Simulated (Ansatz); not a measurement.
## Ba2ZnP2: optical spectrum from first principles

Aim: the dielectric function of Ba2ZnP2, and the optical constants that follow from it.

Method: DFT, PBE, plane-wave PAW, default files, scalar-relativistic, independent-particle optical response without local fields, in Ansatz 0.2.0.

## (1) The starting structure

It takes space group Ibam (No. 72, orthorhombic). The conventional cell has a = 6.756 Å, b = 13.108 Å, c = 6.385 Å, α = 90.00°, β = 90.00°, γ = 90.00°. Ba has 2 Zn at 3.21 Å and 6 P at 3.31 to 3.47 Å nearest. Nearest to Zn lie 4 P at 2.51 Å and 2 Zn at 3.19 Å and 4 Ba at 3.21 Å. P has 2 Zn at 2.51 Å and 6 Ba at 3.31 to 3.47 Å nearest. Farther neighbours are not listed.

## (2) Ground state and bands

The self-consistent density comes first; it also tells whether there is a gap, which decides the occupations and the need for a Drude term.

This step: DFT, PBE, plane-wave PAW, default files, scalar-relativistic, ground state (Ansatz 0.2.0).

Contents of input.yaml:

```yaml
crystal:
  lattice:
    - [-3.378, 6.554, 3.1925]
    - [3.378, -6.554, 3.1925]
    - [3.378, 6.554, -3.1925]
  atoms:
    - { symbol: Ba, position: [0.8597, 0.30882, 0.16852] }
    - { symbol: Ba, position: [0.1403, 0.69118, 0.83148] }
    - { symbol: Ba, position: [0.6403, 0.80882, 0.44912] }
    - { symbol: Ba, position: [0.3597, 0.19118, 0.55088] }
    - { symbol: Zn, position: [0.75, 0.75, 0.0] }
    - { symbol: Zn, position: [0.25, 0.25, 0.0] }
    - { symbol: P, position: [0.60649, 0.29992, 0.90641] }
    - { symbol: P, position: [0.39351, 0.70008, 0.09359] }
    - { symbol: P, position: [0.89351, 0.79992, 0.69343] }
    - { symbol: P, position: [0.10649, 0.20008, 0.30657] }
kpoints:
  mp_grid: { grid: [5, 5, 5] }
  band_path:
    path:
      - [[0.0, 0.0, 0.0], [0.30931833, 0.30931833, -0.30931833], [0.12573031, 0.49290635, -0.12573031], [0.0, 0.5, 0.0], [0.25, 0.25, 0.25], [0.5, 0.0, 0.0], [0.69068167, -0.30931833, 0.30931833], [0.5, -0.5, 0.5], [0.0, 0.0, 0.0], [-0.31641198, 0.31641198, 0.31641198], [0.0, 0.0, 0.5], [0.25, 0.25, 0.25]]
      - [[-0.12573031, 0.50709365, 0.12573031], [-0.31641198, 0.31641198, 0.31641198]]
      - [[0.31641198, -0.31641198, 0.68358802], [0.5, -0.5, 0.5]]
    npoints: 4
scf:
  occupations: { method: fermi_dirac, width: 0.05 }
  n_extra_bands: 14
hamiltonian:
  xc: pbe
  pseudopotentials: { kind: paw }
output:
  forces: true
  stress: true
  populations: true
  write_bands: true
```

Command:

```bash
ansatz run input.yaml --threads 4 --pin off --max-ram 8192MiB --backend cpu --events-out ev --progress --plain --runs-dir out
```

Numbers of over 12 decimals in the logs are rounded to 6 here.

Output:

```text
scf.n_extra_bands = 14 over 42 filled bands (N_el = 84.0): the run solves 56 bands
Engine: ansatz 0.2.0, x86_64-unknown-linux-gnu
Pseudopotentials: kind: paw
Pseudopotential: Ba, paw, valence charge 10, recommended cutoff 420 eV (normal), Ba.paw.azcp
Pseudopotential: Zn, paw, valence charge 12, recommended cutoff 420 eV (normal), Zn.paw.azcp
Pseudopotential: P, paw, valence charge 5, recommended cutoff 420 eV (normal), P.paw.azcp
Functional definition: PBE
  parameter kappa = 0.804
  parameter beta = 0.066725
  exchange = pbe_x(kappa = kappa, mu = beta*pi^2/3)
  correlation = pbe_c(beta = beta)
Crystal: 10 atoms, lattice volume = 282.720 Å³
Basis set: ecut = 420 eV, 5549 PW (Γ), exchange–correlation on 108×108×108 points (8 copies of the dense FFT grid, shifted against one another)
Bands: 56, of which v1, the nominal top of the filled ones, is band 42 counted from 1 (41 counted from 0)
Symmetry: 8 space group operations
Space group: Ibam (ITA 72), of the structure as read, at distance tolerance 6.6e-5 Å
k-points: 27 of 125
Non-local potential: Ba, projectors of the file, l = 0: 3, l = 1: 2, l = 2: 2, l = 3: 2
Non-local potential: Zn, projectors of the file, l = 0: 2, l = 1: 2, l = 2: 3, l = 3: 1
Non-local potential: P, projectors of the file, l = 0: 2, l = 1: 2, l = 2: 2
PAW form: soft (Blöchl's): semilocal exchange-correlation on the pseudo side does not see the compensation charge
PAW one-centre angular grid: Ba, 194 points (default); XC on 64 Gauss nodes
PAW one-centre angular grid: Zn, 590 points (default); XC on 64 Gauss nodes
PAW one-centre angular grid: P, 110 points (default); XC on 64 Gauss nodes
Initial density: superposition of atomic densities (neutral atoms: chi_scale 0, normalization atom), corrected by the library's trained network
Initial wavefunctions: pseudopotential atomic-orbital guess
Functional: x = pbe(κ = 0.804, μ = 0.219515), c = pbe(β = 0.066725)
SCF iter   1: F=—  HF=-33468.289562 eV  |F-HF|=—  |Δ(HF+E_count)|=         —  Δρ=7.20e-4  dr2=1.01e-3  ethr=1.77e-3  ⟨swp⟩=13.7  Hψ=10149  notcnv=0  defer=29
preconditioner: auto → Resta (q_TF=auto, 2.229 Å⁻¹)  ε∞=4.5  [insulator: Δε(μ)=0.724 eV  Ē_g=10.357 eV  σ=0.050 eV  W_gap=1.00  n_scr=52 (ndim 8)  ℏωp=19.3 eV  f_vac=0.000  D(μ)=0.00/eV (n_scr^D=0)  ε∞_Penn≈4.5]
SCF iter   2: F=—  HF=-33468.290147 eV  |F-HF|=—  |Δ(HF+E_count)|=   5.86e-4  Δρ=4.08e-4  dr2=3.62e-4  ethr=1.20e-6  ⟨swp⟩=2.8  Hψ=3277  notcnv=0  defer=86
SCF iter   3: F=—  HF=-33468.290327 eV  |F-HF|=—  |Δ(HF+E_count)|=   1.80e-4  Δρ=1.11e-4  dr2=5.84e-5  ethr=4.31e-7  ⟨swp⟩=2.0  Hψ=2383  notcnv=0  defer=86
SCF iter   4: F=—  HF=-33468.290254 eV  |F-HF|=—  |Δ(HF+E_count)|=   7.35e-5  Δρ=4.90e-5  dr2=8.72e-6  ethr=6.95e-8  ⟨swp⟩=2.0  Hψ=1951  notcnv=0  defer=86
SCF iter   5: F=—  HF=-33468.290256 eV  |F-HF|=—  |Δ(HF+E_count)|=   1.69e-6  Δρ=4.15e-5  dr2=4.00e-6  ethr=1.04e-8  ⟨swp⟩=2.0  Hψ=2058  notcnv=0  defer=86
SCF iter   6: F=—  HF=-33468.290255 eV  |F-HF|=—  |Δ(HF+E_count)|=   5.82e-7  Δρ=8.49e-6  dr2=3.18e-7  ethr=4.76e-9  ⟨swp⟩=2.0  Hψ=2002  notcnv=0  defer=86
SCF iter   7: F=-33468.290255 eV  HF=-33468.290255 eV  |F-HF|=7.14e-9  |Δ(HF+E_count)|=   1.99e-7  Δρ=1.83e-6  dr2=1.87e-8  ethr=1.19e-10  ⟨swp⟩=13.4  Hψ=8099  notcnv=0
SCF 1 converged in 7 iterations: F = -33468.290255 eV  dr2 = 1.87e-8
  greatest PAW one-centre occupation: 0.983 electrons in one spin orbital (limit 2), on the Zn atom at site 5 (counted from 0), in its partial waves of l = 2
NSCF: frozen V_eff on 55 k-points
SCF converged after 7 iterations
Free energy (F): -33468.290255 eV
Harris-Foulkes:  -33468.290255 eV  (|F-HF|=7.14e-9)
Internal energy: -33468.290197 eV  (E = F + TS)
E sigma→0 (E₀):  -33468.290226 eV
Entropy (-TS):   -0.000058 eV (-0.006 meV/atom)
Fermi energy:    8.309662 eV
--- Per-component energies (eV) ---
  E_band       = -109.320870
  E_kinetic    = 1218.457703
  E_local      = -6103.346048  (includes V_loc(G=0)·N_el)
  E_nonlocal   = 1586.430258
  E_hartree    = 2521.931394
  E_xc         = -1197.143072
  E_vxc        = -895.408990  (∫ρ·V_xc dr)
  E_paw        = -26831.886788  (= ΣΔE_a)
  E_vpaw       = -959.318064  (= ΣTr[D̂ρ^β])
  E_aug_tail   = -0.000731  (compensation charges beyond the density's cutoff)
  E_ewald      = -4662.732913
  E_smearing   = -0.000058  (= −TS)
  E_closure    = 0.000000  (closes the sum)
  Σ components = -33468.290255   (vs F -33468.290255, Δ=0.00e0)
--- Forces (eV/Å), atoms counted from 1 ---
  atom   1  Ba    -0.03263000     0.04898134     0.00000000
  atom   2  Ba     0.03263000    -0.04898134     0.00000000
  atom   3  Ba    -0.03263000    -0.04898134     0.00000000
  atom   4  Ba     0.03263000     0.04898134     0.00000000
  atom   5  Zn    -0.00000000     0.00000000     0.00000000
  atom   6  Zn     0.00000000     0.00000000     0.00000000
  atom   7  P      0.02770717    -0.04986723     0.00000000
  atom   8  P     -0.02770717     0.04986723     0.00000000
  atom   9  P      0.02770717     0.04986723     0.00000000
  atom  10  P     -0.02770717    -0.04986723     0.00000000
  max |Σ_I F_I| component: 6.94e-18 eV/Å
--- Stress (GPa, compression-positive) ---
        0.794425       0.000000       0.000000
        0.000000       0.833781       0.000000
        0.000000       0.000000       0.714779
  P = ⅓ Tr σ = 0.7810 GPa (7.810 kbar)
--- Band table (eV; the first three rows and the last of 27) ---
  k-point 0: bands = [... 38 lower, 7.1946, 7.7430, 7.7947, 7.8229, 9.0096, 9.5530, 9.7696, 9.8806, ... 10 higher]
  k-point 1: bands = [... 38 lower, 7.0383, 7.3192, 7.7213, 7.8434, 9.1888, 9.6283, 9.7174, 9.8811, ... 10 higher]
  k-point 2: bands = [... 38 lower, 6.7519, 7.1148, 7.4159, 7.8928, 9.4494, 9.7373, 9.7983, 9.8079, ... 10 higher]
  k-point 26: bands = [... 38 lower, 6.8636, 7.3730, 7.6312, 7.8001, 8.7174, 8.8274, 9.7131, 9.8084, ... 10 higher]
--- Löwdin populations: 10 sites ---
  site symbol       q [e]
     0     Ba      8.4370
     1     Ba      8.4370
     2     Ba      8.4370
     3     Ba      8.4370
     4     Zn     10.8794
     5     Zn     10.8794
     6      P      6.6326
     7      P      6.6326
     8      P      6.6326
     9      P      6.6326
  spilling = 0.023365 (of n_electrons = 84.000000)
```

Run time: 7.2 s. Hardware: 4 threads of Intel Xeon 6975P-C (Granite Rapids), shared host; peak memory 1.2 GiB; 28 s of CPU time.

Read-outs, printed or worked out from the files:

- free energy: -33468.2903 eV
- Fermi energy: 8.310 eV
- gap by band count: 0.7236 eV
- electrons: 84
- symmetry operations: 8
- pressure: 0.7810 GPa
- volume: 282.7 Å³
- gap on the path: 0.6738 eV
- least direct gap on the path: 0.8009 eV

There is a gap, 0.67 eV on the path, so no carriers' term is needed. The cell is left with a pressure of 0.8 GPa and forces up to 0.06 eV/Å, as it stands unrelaxed at this level.

Electronic bands along the path, in eV, zero at the Fermi level; v1 is the highest filled band, c1 the lowest empty one:

```tsv
point	v4	v3	v2	v1	c1	c2	c3	c4
Γ	-1.11	-0.57	-0.52	-0.49	0.70	1.24	1.46	1.57
halfway	-1.40	-1.28	-0.68	-0.60	0.67	1.09	1.50	1.79
X	-1.36	-1.21	-1.07	-0.72	0.62	0.75	1.49	1.90
halfway	-1.33	-1.29	-1.11	-0.90	0.66	0.88	1.58	1.81
L	-1.42	-1.37	-1.16	-1.14	0.98	1.17	1.95	2.01
halfway	-1.55	-1.46	-1.23	-1.20	1.21	1.54	1.75	2.24
T	-1.58	-1.58	-1.23	-1.23	1.45	1.45	2.07	2.07
halfway	-1.60	-1.60	-1.24	-1.24	1.50	1.50	1.94	1.94
W	-1.64	-1.64	-1.25	-1.25	1.64	1.64	1.74	1.74
halfway	-1.48	-1.48	-1.15	-1.15	1.24	1.24	1.52	1.52
R	-1.33	-1.33	-0.99	-0.99	1.12	1.12	1.36	1.36
halfway	-1.37	-1.21	-1.11	-0.86	0.81	0.93	1.60	1.74
X1	-1.36	-1.21	-1.07	-0.72	0.62	0.75	1.49	1.90
halfway	-1.30	-1.10	-0.79	-0.46	0.49	0.60	1.07	1.15
Z	-1.48	-0.58	-0.53	-0.53	0.28	0.45	1.30	1.35
halfway	-1.19	-0.91	-0.57	-0.55	0.53	0.87	1.16	1.80
Γ	-1.11	-0.57	-0.52	-0.49	0.70	1.24	1.46	1.57
halfway	-1.37	-1.23	-0.60	-0.42	1.09	1.26	1.67	1.70
Y	-1.34	-1.34	-0.82	-0.43	0.62	0.89	1.63	1.83
halfway	-1.54	-1.23	-0.91	-0.41	0.82	1.23	1.64	1.82
S	-1.59	-1.15	-0.99	-0.41	1.14	1.42	1.53	1.63
halfway	-1.40	-1.25	-1.21	-0.92	1.15	1.22	1.72	1.91
W	-1.64	-1.64	-1.25	-1.25	1.64	1.64	1.74	1.74
jump to L1	-1.42	-1.37	-1.16	-1.14	0.98	1.17	1.95	2.01
halfway	-1.27	-1.12	-0.98	-0.92	0.76	0.91	1.66	1.73
Y	-1.34	-1.34	-0.82	-0.43	0.62	0.89	1.63	1.83
```

## (3) Spectrum

The spectrum is a sum over vertical transitions between filled and empty bands at the fixed density, so many empty bands are needed.

This step: DFT, PBE, plane-wave PAW, default files, scalar-relativistic, independent-particle optical response without local fields (Ansatz 0.2.0).

input.yaml, the sections that differ from step 2:

```yaml
kpoints:
  mp_grid: { grid: [5, 5, 5] }
scf:
  occupations: { method: fixed }
output:
  optics:
    e_range: [0, 14]
    de: 0.05
    sigma: 0.15
    nscf_kmesh: { grid: [6, 6, 6] }
    bands: { spectra_wanted_up_to: 14 }
# crystal, hamiltonian: as in step 2
```

Output:

```text
[...]
Crystal: 10 atoms, lattice volume = 282.720 Å³
Basis set: ecut = 420 eV, 5549 PW (Γ)
Bands: 52, of which v1, the nominal top of the filled ones, is band 42 counted from 1 (41 counted from 0)
Symmetry: 8 space group operations
[...]
k-points: 27 of 125
[...]
SCF iter   1: F=—  HF=-33468.289143 eV  |F-HF|=—  |Δ(HF+E_count)|=         —  Δρ=7.14e-4  dr2=9.64e-4  ethr=1.77e-3  ⟨swp⟩=7.2  Hψ=6468  notcnv=0  defer=203
[...]
SCF iter  10: F=-33468.290317 eV  HF=-33468.290317 eV  |F-HF|=7.28e-12  |Δ(HF+E_count)|=  2.18e-11  Δρ=2.93e-8  dr2=3.27e-12  ethr=1.00e-12  ⟨swp⟩=20.2  Hψ=9169  notcnv=0
SCF 1 converged in 10 iterations: F = -33468.290317 eV  dr2 = 3.27e-12
[...]
NSCF: frozen V_eff on 46 k-points
[...]
output.optics: what the bands over the 134 summed would add to eps1, eps2 and the energy-loss function is held between a lower and an upper bound (9 Lanczos steps). eps1, eps2 and their loss function (loss_summed_bands) are given on every row as the summed bands alone make them. Along an axis, on a row where the two bounds hold the loss function to about 1 % of the greater of itself and 0.5 % of |1/eps|, its cell (loss_completed) is given, with the completed eps1 and eps2 that it is formed of (a cell that is left empty reads nan in the table and null in the record). The two bounds hold it so along every axis on all 281 rows up to 14.000 eV. [rest of the remark cut]
SCF converged after 10 iterations
Free energy (F): -33468.290317 eV
[...]
Internal energy: -33468.290317 eV  (E = F + TS)
E sigma→0 (E₀):  -33468.290317 eV
Fermi energy:    7.908283 eV
[...]
--- Band table (eV; the first three rows and the last of 27) ---
  k-point 0: bands = [... 38 lower, 7.1946, 7.7430, 7.7947, 7.8229, 9.0096, 9.5530, 9.7696, 9.8806, ... 6 higher]
  k-point 1: bands = [... 38 lower, 7.0383, 7.3192, 7.7213, 7.8433, 9.1887, 9.6283, 9.7174, 9.8811, ... 6 higher]
  k-point 2: bands = [... 38 lower, 6.7519, 7.1148, 7.4159, 7.8928, 9.4493, 9.7373, 9.7983, 9.8079, ... 6 higher]
  k-point 26: bands = [... 38 lower, 6.8635, 7.3729, 7.6312, 7.8000, 8.7174, 8.8273, 9.7131, 9.8084, ... 6 higher]
```

Elapsed: 4.9 min, on 4 threads; peak memory 5.4 GiB.

Numbers from this step:

- electronic dielectric constant ε∞, mean over x, y and z (by symmetry where fewer were run): 10.98
- absorption onset, first axis (α over 10⁴ cm⁻¹, or the direct gap if that lies higher): 0.9665 eV
- main peak of Im epsilon, first axis: 4.013 eV
- photocurrent from vertical transitions in a film 500 nm thick on a perfect mirror (two passes), AM1.5G, no front reflection, all carriers collected: 47.40 mA/cm²
- least direct gap on the mesh: 0.8009 eV
- bands summed: 134
- spectra valid up to: 15.98 eV
- program's estimate of the k-sum error in Im epsilon: 0.1 %
- electrons in the f-sum: 61.38

The Im ε has structure finer than the step of the table below, so its rows give means over 0.5 eV, whole bins alone (the curve runs from 0 to 14 eV). Peaks (eV: height): E ∥ x 4.00: 12.2; E ∥ y 3.10: 11.4, 4.20: 12.0; E ∥ z 2.95: 16.2.

Table of Im ε by photon energy; means over each step:

```tsv
photon energy (eV)	E ∥ x	E ∥ y	E ∥ z
0.5	0.00373	0.00235	0.0627
1.0	0.692	0.531	1.96
1.5	1.33	2.34	5.11
2.0	6.95	7.58	8.92
2.5	10.1	9.74	8.96
3.0	10.4	10.8	14.9
3.5	10.6	9.70	14.3
4.0	11.6	11.3	12.1
4.5	10.5	10.2	9.44
5.0	9.31	9.34	7.70
5.5	8.28	7.73	6.88
6.0	5.18	5.79	5.49
6.5	3.57	4.71	3.96
7.0	2.95	3.50	2.62
7.5	2.45	2.94	1.88
8.0	2.11	2.08	1.65
8.5	1.68	1.54	1.35
9.0	1.09	1.17	0.989
9.5	0.900	0.914	0.864
10.0	1.11	1.11	1.10
10.5	1.61	1.30	1.50
11.0	1.30	1.10	1.39
11.5	0.871	0.808	0.839
12.0	0.720	0.639	0.640
12.5	0.620	0.575	0.620
13.0	0.565	0.492	0.565
13.5	0.732	0.719	0.713
```

The Re ε by photon energy:

```tsv
photon energy (eV)	E ∥ x	E ∥ y	E ∥ z
0.0	10.3	10.5	12.2
0.5	10.6	10.8	12.8
1.0	11.8	12.2	14.6
1.5	13.2	13.9	15.9
2.0	15.6	14.1	12.3
2.5	10.6	10.5	12.1
3.0	8.00	7.95	8.50
3.5	6.18	5.86	4.18
4.0	3.87	4.76	0.0801
4.5	1.08	0.790	-0.984
5.0	-0.357	-0.188	-1.51
5.5	-2.90	-2.02	-1.48
6.0	-3.35	-2.31	-3.07
6.5	-2.32	-2.44	-2.94
7.0	-1.69	-2.09	-2.40
7.5	-1.45	-1.88	-1.69
8.0	-1.08	-1.75	-1.09
8.5	-1.09	-1.25	-0.961
9.0	-0.756	-0.858	-0.431
9.5	0.00773	-0.361	0.00605
10.0	0.382	0.143	0.493
10.5	0.362	0.164	0.490
11.0	-0.122	-0.115	-0.127
11.5	0.0653	0.0122	0.0274
12.0	0.305	0.355	0.409
12.5	0.632	0.566	0.658
13.0	0.897	0.876	0.954
13.5	1.48	1.51	1.55
14.0	1.45	1.24	1.54
```

Refractive index n and extinction k against photon energy:

```tsv
photon energy (eV)	n, E ∥ x	k, E ∥ x	n, E ∥ y	k, E ∥ y
0.0	3.20	0	3.23	0
0.5	3.25	3.1e-6	3.29	4.7e-6
1.0	3.44	0.122	3.50	0.0647
1.5	3.63	0.136	3.73	0.273
2.0	4.05	0.901	3.89	1.02
2.5	3.55	1.41	3.52	1.38
3.0	3.25	1.60	3.29	1.69
3.5	3.04	1.74	2.90	1.60
4.0	2.89	2.11	2.92	1.94
4.5	2.42	2.18	2.31	2.14
5.0	2.10	2.18	2.15	2.20
5.5	1.75	2.44	1.73	2.24
6.0	1.19	2.18	1.40	2.07
6.5	0.988	1.82	1.21	1.98
7.0	0.919	1.59	0.992	1.75
7.5	0.827	1.46	0.899	1.64
8.0	0.803	1.31	0.679	1.49
8.5	0.671	1.24	0.601	1.27
9.0	0.525	1.02	0.540	1.07
9.5	0.652	0.647	0.549	0.814
10.0	0.869	0.610	0.805	0.711
10.5	1.02	0.830	0.859	0.758
11.0	0.757	0.834	0.688	0.767
11.5	0.667	0.616	0.645	0.635
12.0	0.738	0.490	0.745	0.446
12.5	0.874	0.363	0.831	0.352
13.0	0.990	0.287	0.969	0.251
13.5	1.24	0.264	1.25	0.246
14.0	1.31	0.525	1.24	0.551
```

The reflectivity at normal incidence by photon energy; read off at these points:

```tsv
photon energy (eV)	E ∥ x (%)	E ∥ y (%)	E ∥ z (%)
0.00	27.5	27.8	30.8
0.50	28.1	28.4	31.8
1.00	30.2	30.9	34.5
1.50	32.4	33.6	37.2
2.00	38.5	37.6	37.5
2.50	37.4	37.0	36.3
3.00	37.0	38.1	44.9
3.50	37.2	34.7	44.6
4.00	41.0	39.0	45.4
4.50	41.2	40.5	43.4
5.00	41.5	41.7	42.4
5.50	48.2	44.5	41.5
5.75	50.6	44.9	46.3
6.00	50.3	44.2	48.4
6.50	45.5	44.9	49.4
6.70	44.3	45.7	51.4
7.00	40.8	43.6	50.0
7.50	39.5	42.9	46.6
7.90	36.4	46.7	39.6
8.00	35.4	46.0	38.2
8.50	38.0	42.4	38.4
9.00	37.4	38.6	29.5
9.50	17.1	28.3	17.2
10.00	10.1	14.4	8.77
10.50	14.4	14.7	11.6
10.90	20.3	20.5	19.6
11.00	19.9	19.9	20.1
11.50	15.5	17.0	16.6
12.00	9.46	8.15	7.02
12.50	4.05	4.39	3.84
13.00	2.04	1.62	2.00
13.50	2.53	2.43	2.58
14.00	6.64	6.79	8.22
```

Values under 1 per cm are given as 1. The absorption coefficient by photon energy:

```tsv
photon energy (eV)	E ∥ x (1/cm)	E ∥ y (1/cm)	E ∥ z (1/cm)
0.000	1	1	1
0.500	1	1	18.9
1.000	12386	6553	28014
1.500	20650	41453	91706
2.000	1.8e5	2.1e5	2.5e5
2.500	3.6e5	3.5e5	2.9e5
3.000	4.9e5	5.1e5	6.7e5
3.500	6.2e5	5.7e5	8.4e5
4.000	8.6e5	7.9e5	1.0e6
4.500	1.0e6	9.7e5	1.0e6
5.000	1.1e6	1.1e6	1.1e6
5.500	1.4e6	1.2e6	1.2e6
6.000	1.3e6	1.3e6	1.3e6
6.500	1.2e6	1.3e6	1.3e6
7.000	1.1e6	1.2e6	1.2e6
7.500	1.1e6	1.2e6	1.1e6
8.000	1.1e6	1.2e6	1.0e6
8.500	1.1e6	1.1e6	9.9e5
9.000	9.3e5	9.8e5	7.9e5
9.500	6.2e5	7.8e5	6.2e5
10.000	6.2e5	7.2e5	5.9e5
10.500	8.8e5	8.1e5	7.7e5
11.000	9.3e5	8.6e5	9.7e5
11.500	7.2e5	7.4e5	7.4e5
12.000	6.0e5	5.4e5	5.1e5
12.500	4.6e5	4.5e5	4.6e5
13.000	3.8e5	3.3e5	3.8e5
13.500	3.6e5	3.4e5	3.4e5
14.000	7.4e5	7.8e5	8.4e5
```

From ε follow the optical constants at some laser and lamp lines:

```tsv
wavelength (nm)	n x	k x	R (%) x	1/α x	n y	k y	R (%) y	1/α y
800	3.70	0.151	33.1	423 nm	3.78	0.297	34.1	214 nm
633	4.06	0.808	38.2	62 nm	3.92	0.962	37.6	52 nm
450	3.38	1.544	37.3	23 nm	3.38	1.514	37.1	24 nm
405	3.22	1.637	37.1	20 nm	3.22	1.755	38.4	18 nm
365	3.06	1.699	36.8	17 nm	2.84	1.640	34.9	18 nm
308	2.85	2.136	41.2	11 nm	2.91	1.974	39.3	12 nm
193	0.99	1.848	46.2	8.3 nm	1.27	1.978	44.0	7.8 nm
```

Rows near the edge hang on the gap, which this functional as a rule makes too small, and phonon-assisted absorption is left out.

A polished face would reflect 37 % of daylight and look grey (CIE x = 0.312, y = 0.324 under D65).

The f-sum over the summed bands holds 61.4 of the cell's 84 electrons outside the frozen cores, 32 of which lie in bands more than 12 eV below the Fermi level, whose transitions come at higher energies. Up to 14 eV the strength has a mean oscillator energy of 4.4 eV, close to the main peak.

(Continued in part 2 of 2.)

[Logs are printed without paths, hosts, clocks, repeated set-up lines and the standing remarks that a program may print on its own settings, such as how far it seeks lower states.]

[Hosts, paths, dates, database ids (printed as entryN), source tags and the programs' standing remarks are cut or masked in the printed files.]
